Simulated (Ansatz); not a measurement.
# Optical response of BaZrO3, part 2 of 2

What colour and refractive index does BaZrO3 have at this level of theory?

Ansatz 0.2.0; DFT, PBE, plane-wave PAW, default files, scalar-relativistic, independent-particle optical response without local fields.

So far. Step 2 (Ground state and bands): There is a gap, 3.24 eV on the path, so no carriers' term is needed. The cell is left with a pressure of 4.1 GPa, as it stands unrelaxed at this level.

**3. Spectrum**

With the density converged, the vertical transitions are summed over the zone.

This step: DFT, PBE, plane-wave PAW, default files, scalar-relativistic, independent-particle optical response without local fields (Ansatz 0.2.0).

The input, input.yaml:

```yaml
crystal:
  lattice:
    - [4.19134, 0.0, 0.0]
    - [0.0, 4.19134, 0.0]
    - [0.0, 0.0, 4.19134]
  atoms:
    - { symbol: Ba, position: [0.0, 0.0, 0.0] }
    - { symbol: Zr, position: [0.5, 0.5, 0.5] }
    - { symbol: O, position: [0.5, 0.5, 0.0] }
    - { symbol: O, position: [0.5, 0.0, 0.5] }
    - { symbol: O, position: [0.0, 0.5, 0.5] }
kpoints:
  mp_grid: { grid: [5, 5, 5] }
scf:
  occupations: { method: fixed }
hamiltonian:
  xc: pbe
  pseudopotentials: { kind: paw }
output:
  optics:
    e_range: [0, 20]
    de: 0.05
    sigma: 0.1
    nscf_kmesh: { grid: [6, 6, 6] }
    bands: { spectra_wanted_up_to: 20 }
```

Command:

```
> ansatz run input.yaml --threads 4 --pin off --max-ram 8192MiB --backend cpu --events-out ev --progress --plain --runs-dir out
```

Numbers of over 12 decimals in the logs are rounded to 6 here.

What it wrote:

```text
[...]
Crystal: 5 atoms, lattice volume = 73.631 Å³
Basis set: ecut = 420 eV, 1419 PW (Γ)
Bands: 25, of which v1, the nominal top of the filled ones, is band 20 counted from 1 (19 counted from 0)
Symmetry: 48 space group operations
[...]
k-points: 10 of 125
[...]
SCF iter   1: F=—  HF=-11844.669936 eV  |F-HF|=—  |Δ(HF+E_count)|=         —  Δρ=8.10e-4  dr2=2.05e-4  ethr=1.77e-3  ⟨swp⟩=4.5  Hψ=1066  notcnv=0  defer=24
[...]
SCF iter  10: F=-11844.669869 eV  HF=-11844.669869 eV  |F-HF|=0.00e0  |Δ(HF+E_count)|=  1.82e-12  Δρ=1.15e-8  dr2=7.68e-14  ethr=1.00e-12  ⟨swp⟩=8.8  Hψ=1089  notcnv=0
SCF 1 converged in 10 iterations: F = -11844.669869 eV  dr2 = 7.68e-14
[...]
NSCF: frozen V_eff on 20 k-points
output.optics: what the bands over the 60 summed would add to eps1, eps2 and the energy-loss function is held between a lower and an upper bound (7 Lanczos steps). eps1, eps2 and their loss function (loss_summed_bands) are given on every row as the summed bands alone make them. Along an axis, on a row where the two bounds hold the loss function to about 1 % of the greater of itself and 0.5 % of |1/eps|, its cell (loss_completed) is given, with the completed eps1 and eps2 that it is formed of (a cell that is left empty reads nan in the table and null in the record). The two bounds hold it so along every axis on all 401 rows up to 20.000 eV. [rest of the remark cut]
SCF converged after 10 iterations
Free energy (F): -11844.669869 eV
[...]
Internal energy: -11844.669869 eV  (E = F + TS)
E sigma→0 (E₀):  -11844.669869 eV
Fermi energy:    9.724840 eV
[...]
--- Band table (eV; the first three rows and the last of 10) ---
  k-point 0: bands = [... 16 lower, 8.8324, 9.6349, 9.6349, 9.6349, 13.0698, 13.0698, 13.0698, 14.5808, ... 1 higher]
  k-point 1: bands = [... 16 lower, 8.5869, 8.8129, 9.5233, 9.5233, 13.1838, 13.8900, 13.8900, 15.1542, ... 1 higher]
  k-point 2: bands = [... 16 lower, 8.1633, 8.2458, 9.4183, 9.4183, 13.3958, 15.2757, 15.2757, 16.1534, ... 1 higher]
  k-point 9: bands = [... 16 lower, 7.3593, 9.6142, 9.6142, 9.7248, 15.8525, 16.0132, 16.0132, 16.8269, ... 1 higher]
```

Wall time 6.1 s (4 threads of AMD EPYC 9R45, shared host); peak memory 1 GiB.

This step gave:

```
electronic dielectric constant ε∞, mean over x, y and z (by symmetry where fewer were run)                                                          : 4.986
absorption onset, first axis (α over 10⁴ cm⁻¹, or the direct gap if that lies higher)                                                               : 3.490 eV
main peak of Im epsilon, first axis                                                                                                                 : 6.288 eV
centre of weight of the strongest loss peak in the window                                                                                           : 12.74 eV
photocurrent from vertical transitions in a film 500 nm thick on a perfect mirror (two passes), AM1.5G, no front reflection, all carriers collected : 0.4452 mA/cm²
least direct gap on the mesh                                                                                                                        : 3.435 eV
bands summed                                                                                                                                        : 60
spectra valid up to                                                                                                                                 : 28.27 eV
program's estimate of the k-sum error in Im epsilon                                                                                                 : 0.12 %
electrons in the f-sum                                                                                                                              : 29.12
```

The Im ε, any direction has structure finer than the step of the table below, so its rows give means over 0.5 eV, whole bins alone (the curve runs from 0 to 20 eV). Peaks (eV: height): 6.30: 9.44, 8.00: 8.03, 9.40: 7.19, 19.00: 4.70.

The Im ε, any direction by photon energy; means over each step:

photon energy (eV), Im ε, any direction and a bar:
```
      3.0       0.00 
      3.5       0.19 #
      4.0       0.96 ####
      4.5       2.32 ##########
      5.0       3.60 ###############
      5.5       4.89 ####################
      6.0       6.70 ############################
      6.5       6.71 ############################
      7.0       2.80 ############
      7.5       3.69 ###############
      8.0       7.22 ##############################
      8.5       4.58 ###################
      9.0       5.02 #####################
      9.5       6.83 ############################
     10.0       5.58 #######################
     10.5       3.97 #################
     11.0       2.64 ###########
     11.5       2.05 #########
     12.0       1.27 #####
     12.5       1.17 #####
     13.0       0.91 ####
     13.5       0.78 ###
     14.0       0.99 ####
     14.5       0.70 ###
     15.0       0.66 ###
     15.5       1.14 #####
     16.0       1.96 ########
     16.5       2.36 ##########
     17.0       2.83 ############
     17.5       3.51 ###############
     18.0       3.58 ###############
     18.5       3.56 ###############
     19.0       3.87 ################
     19.5       1.93 ########
```

The Re ε, any direction by photon energy:

photon energy (eV), Re ε, any direction and a bar from the least value:
```
        0       4.99 #####################
        1       5.06 #####################
        2       5.32 ######################
        3       5.95 ########################
        4       7.51 ##############################
        5       7.61 ##############################
        6       6.81 ###########################
        7       2.79 ##############
        8       3.19 ###############
        9       3.09 ###############
       10      -0.70 ##
       11      -1.19 
       12      -0.52 ##
       13       0.19 #####
       14       1.09 ########
       15       1.84 ##########
       16       2.39 ############
       17       2.17 ###########
       18       0.72 #######
       19      -0.64 ##
       20      -0.67 ##
```

Table of refractive index n and extinction k by photon energy:

```
photon energy (eV)      n       k
               0.0   2.23       0
               0.5   2.24       0
               1.0   2.25       0
               1.5   2.27       0
               2.0   2.31       0
               2.5   2.36       0
               3.0   2.44       0
               3.5   2.60  0.0307
               4.0   2.75   0.182
               4.5   2.84   0.417
               5.0   2.83   0.637
               5.5   2.81   0.894
               6.0   2.83    1.09
               6.5   1.90    1.77
               7.0   1.82   0.728
               7.5   2.42   0.714
               8.0   2.43    1.65
               8.5   1.84    1.16
               9.0   2.09    1.14
               9.5   2.00    1.74
              10.0   1.55    1.77
              10.5   1.15    1.74
              11.0  0.900    1.41
              11.5  0.808    1.28
              12.0  0.634   0.959
              12.5  0.819   0.729
              13.0  0.772   0.636
              13.5   1.03   0.380
              14.0   1.14   0.450
              14.5   1.12   0.290
              15.0   1.38   0.219
              15.5   1.60   0.334
              16.0   1.66   0.606
              16.5   1.71   0.695
              17.0   1.70   0.852
              17.5   1.74    1.03
              18.0   1.45    1.18
              18.5   1.36    1.35
              19.0   1.43    1.64
              19.5  0.653    1.40
              20.0  0.643    1.04
```

The loss function −Im 1/ε at q → 0, any direction by energy loss; read off at these points:

```
energy loss (eV)  loss function −Im 1/ε at q → 0, any direction
             3.0                                              0
             4.0                                         0.0174
             5.0                                         0.0509
             6.0                                         0.0731
             6.8                                          0.252
             7.0                                          0.179
             8.0                                          0.108
             9.0                                          0.148
            10.0                                          0.179
            11.0                                          0.323
            12.0                                          0.697
            12.2                                          0.894
            13.0                                          0.981
            13.2                                           1.03
            14.0                                          0.458
            15.0                                          0.160
            16.0                                          0.206
            17.0                                          0.221
            18.0                                          0.281
            18.6                                          0.301
            19.0                                          0.209
            20.0                                          0.596
```

The reflectivity at normal incidence, any direction has structure finer than the step of the table below, so its rows give means over 1 eV, whole bins alone (the curve runs from 0 to 20 eV). Peaks (eV: height): 6.3: 36.4, 8.1: 33.5, 10.6: 40.2, 19.4: 44.3.

Reflectivity at normal incidence, any direction against photon energy; means over each step:

```
photon energy (eV)  reflectivity at normal incidence, any direction (%)
                 1                                                 14.8
                 2                                                 15.7
                 3                                                 17.7
                 4                                                 21.9
                 5                                                 25.1
                 6                                                 30.4
                 7                                                 19.3
                 8                                                 28.2
                 9                                                 25.5
                10                                                 36.6
                11                                                 36.3
                12                                                 26.8
                13                                                 10.4
                14                                                 3.98
                15                                                 3.84
                16                                                 10.3
                17                                                 15.0
                18                                                 22.1
                19                                                 33.8
```

At chosen wavelengths:

```
wavelength (nm)     n      k  R (%)        1/α
           1550  2.24  0.000   14.7  over 1 mm
           1064  2.26  0.000   14.9  over 1 mm
            800  2.28  0.000   15.2  over 1 mm
            633  2.30  0.000   15.6  over 1 mm
            450  2.40  0.000   16.9  over 1 mm
            308  2.75  0.191   22.0     128 nm
            193  2.15  1.866   35.9     8.2 nm
```

Rows near the edge hang on the gap, which this functional as a rule makes too small, and phonon-assisted absorption is left out.

A film 1 µm thick would pass 72 % of daylight and look colourless, dimmed by reflection in transmission (x = 0.315, y = 0.331).

The f-sum over the summed bands holds 29.1 of the cell's 40 electrons outside the frozen cores, 16 of which lie in bands more than 12 eV below the Fermi level, whose transitions come at higher energies. Up to 20 eV the strength has a mean oscillator energy of 9.7 eV, well above the main peak, so higher transitions carry much of it.

**4. Static response with local fields**

A static field by perturbation theory: the induced potential is included, and the Born charges come with it.

This step: DFT, PBE, plane-wave PAW, default files, scalar-relativistic, static field response by perturbation theory with local fields (Ansatz 0.2.0).

input.yaml, as its differences from that of step 3:

```diff
@@ -18,8 +18,2 @@
   pseudopotentials: { kind: paw }
-output:
-  optics:
-    e_range: [0, 20]
-    de: 0.05
-    sigma: 0.1
-    nscf_kmesh: { grid: [6, 6, 6] }
-    bands: { spectra_wanted_up_to: 20 }
+dielectric: {}
```

What it wrote:

```text
[...]
Crystal: 5 atoms, lattice volume = 73.631 Å³
Basis set: ecut = 420 eV, 1419 PW (Γ), exchange–correlation on 60×60×60 points (8 copies of the dense FFT grid, shifted against one another)
Bands: 25, of which v1, the nominal top of the filled ones, is band 20 counted from 1 (19 counted from 0)
Symmetry: 48 space group operations
k-points: 18 of 125 (irreducible under 8 space group operations, time reversal used)
[...]
SCF iter   1: F=—  HF=-11844.669952 eV  |F-HF|=—  |Δ(HF+E_count)|=         —  Δρ=8.05e-4  dr2=2.03e-4  ethr=1.77e-3  ⟨swp⟩=4.6  Hψ=1928  notcnv=0  defer=41
[...]
SCF iter   9: F=-11844.669940 eV  HF=-11844.669940 eV  |F-HF|=7.28e-12  |Δ(HF+E_count)|=  4.73e-11  Δρ=1.17e-7  dr2=1.22e-11  ethr=1.00e-12  ⟨swp⟩=9.0  Hψ=1984  notcnv=0
SCF 1 converged in 9 iterations: F = -11844.669940 eV  dr2 = 1.22e-11
[...]
DFPT response loops at Γ: preconditioner auto → none (the input reference at scf.mixing.eps_inf says where Resta's filter doesn't serve); β = 0.50; Broyden in place of MSR1
── the response to a field inside a basis, on 6×6×6 k-points: an SCF that follows is theirs, and a resumed run solves both again ──
Bands: 21, of which v1, the nominal top of the filled ones, is band 20 counted from 1 (19 counted from 0)
k-points: 10 of 216
[...]
Eigensolver: Dense (10 Hₖ)
SCF iter   1: F=—  HF=-11844.662699 eV  |F-HF|=—  |Δ(HF+E_count)|=         —  Δρ=3.02e-4  dr2=1.49e-5  ethr=1.00e-1
[...]
SCF iter   4: F=-11844.662698 eV  HF=-11844.662698 eV  |F-HF|=9.86e-10  |Δ(HF+E_count)|=   8.05e-9  Δρ=4.81e-6  dr2=1.78e-8  ethr=1.83e-9
SCF 1 converged in 4 iterations: F = -11844.662698 eV  dr2 = 1.78e-8
[...]
SCF converged after 9 iterations
Free energy (F): -11844.669940 eV
[...]
Internal energy: -11844.669940 eV  (E = F + TS)
E sigma→0 (E₀):  -11844.669940 eV
Fermi energy:    9.724838 eV
[...]
--- Band table (eV; the first three rows and the last of 18) ---
  k-point 0: bands = [... 16 lower, 8.8324, 9.6347, 9.6347, 9.6347, 13.0698, 13.0698, 13.0698, 14.5807, ... 1 higher]
  k-point 1: bands = [... 16 lower, 8.5869, 8.8128, 9.5231, 9.5231, 13.1838, 13.8901, 13.8901, 15.1542, ... 1 higher]
  k-point 2: bands = [... 16 lower, 8.1633, 8.2458, 9.4180, 9.4180, 13.3959, 15.2758, 15.2758, 16.1534, ... 1 higher]
  k-point 17: bands = [... 16 lower, 7.3593, 9.6142, 9.6142, 9.7248, 15.8525, 16.0132, 16.0132, 16.8270, ... 1 higher]
--- Dielectric response (ions clamped): 3 representative field directions + reference, inside a basis on a mesh of 216 k-points (Σ response iterations 15) ---
  ε∞ (high-frequency dielectric tensor):
        4.863376    -0.000000     0.000000
       -0.000000     4.863376     0.000000
        0.000000     0.000000     4.863376
  Born effective charges Z* (e; rows j = field, columns β = displacement):
    site 0:
         2.75320    0.00000   -0.00000
        -0.00000    2.75320    0.00000
        -0.00000   -0.00000    2.75320
    site 1:
         6.10406    0.00000   -0.00000
        -0.00000    6.10406    0.00000
        -0.00000   -0.00000    6.10406
    site 2:
        -2.01654   -0.00000   -0.00000
        -0.00000   -2.01654    0.00000
        -0.00000   -0.00000   -4.82418
    site 3:
        -2.01654   -0.00000    0.00000
        -0.00000   -4.82418   -0.00000
         0.00000    0.00000   -2.01654
    site 4:
        -4.82418    0.00000    0.00000
         0.00000   -2.01654    0.00000
        -0.00000   -0.00000   -2.01654
  Z* charge neutrality: 1.060e-2 e pre-enforcement
  solved inside a basis spanned on kpoints, on 6×6×6 k-points, its susceptibility summed on 10×10×10: ε∞ is read to err by 1.7e-2, Z* by 3.4e-2 e (field_mesh: kpoints solves on kpoints); Z* is corrected for what the basis lacks
```

The job ended after 5 s (4 threads; peak memory 0.66 GiB).

Read-outs, printed or worked out from the files:

| Property | Result |
| --- | --- |
| electronic dielectric constant ε∞, mean over x, y and z (by symmetry where fewer were run) | 4.863 |

ε∞ with local fields:

```
4.86 0.00 0.00
0.00 4.86 0.00
0.00 0.00 4.86
```

Diagonal elements. Born, by row:

```
atom  Z*xx (e)  Z*yy (e)  Z*zz (e)
 Ba1     2.753     2.753     2.753
 Zr2     6.104     6.104     6.104
  O3    -2.017    -2.017    -4.824
  O4    -2.017    -4.824    -2.017
  O5    -4.824    -2.017    -2.017
```

Mean Born charges are Ba +2.75, Zr +6.10 and O -2.95, against formal valences of +2, +4 and -2. That of Zr exceeds its valence by 53 %, the mark of charge moving along hybridised bonds as the atoms shift.

**5. Summary of results**

```
gap on the path                                                                                                                                     : 3.24 eV
least direct gap on the path                                                                                                                        : 3.44 eV
electronic dielectric constant ε∞, mean over x, y and z (by symmetry where fewer were run) (independent particles)                                  : 4.99
absorption onset, first axis (α over 10⁴ cm⁻¹, or the direct gap if that lies higher)                                                               : 3.49 eV
main peak of Im epsilon, first axis                                                                                                                 : 6.29 eV
centre of weight of the strongest loss peak in the window, first axis                                                                               : 12.7 eV
photocurrent from vertical transitions in a film 500 nm thick on a perfect mirror (two passes), AM1.5G, no front reflection, all carriers collected : 0.445 mA/cm²
electronic dielectric constant ε∞, mean over x, y and z (by symmetry where fewer were run) (static response with local fields)                      : 4.86
```

What this shows: At this level (PBE, independent particles) BaZrO3 has ε∞ = 4.99 (4.86 with local fields) and n = 2.24 at 1550 nm; absorption sets in near 3.5 eV, and Im ε peaks at 6.3 eV. The gap is indirect (3.24 eV), so absorption without phonons can begin only at the direct gap of 3.44 eV. The absorption coefficient passes 10⁴ cm⁻¹ at 3.49 eV, in the ultraviolet, so the visible is passed. The strongest loss structure up to 20 eV has its centre of weight at 12.7 eV; a free-electron gas of the 29.1 electrons in the f-sum would put its plasmon at 23.4 eV. Distinct maxima of Im ε, read by a parabola through the highest points, lie at 6.29 eV (9.5), 7.99 eV (8.0), 9.38 eV (7.2) and 19.00 eV (4.7). The f-sum over the summed bands holds 29.1 of the cell's 40 electrons outside the frozen cores, 16 of which lie in bands more than 12 eV below the Fermi level, whose transitions come at higher energies. Up to 20 eV the strength has a mean oscillator energy of 9.7 eV, well above the main peak, so higher transitions carry much of it. A film 1 µm thick would pass 72 % of daylight and look colourless, dimmed by reflection in transmission (x = 0.315, y = 0.331). With local fields and the functional's kernel the static response is 4.86 against 4.99 for independent particles (-2 %). In the base spectrum excitons and phonon-assisted transitions are missing, and so are local fields; PBE gaps are as a rule too small, which pulls the onset down and ε∞ up. In the base run ε includes the program's bounded estimate of what the bands above those summed add. Spin-orbit coupling is left out although heavy atoms are present.

[Logs are printed without paths, hosts, clocks, repeated set-up lines and the standing remarks that a program may print on its own settings, such as how far it seeks lower states.]

[Hosts, paths, dates, database ids (printed as entryN), source tags and the programs' standing remarks are cut or masked in the printed files.]
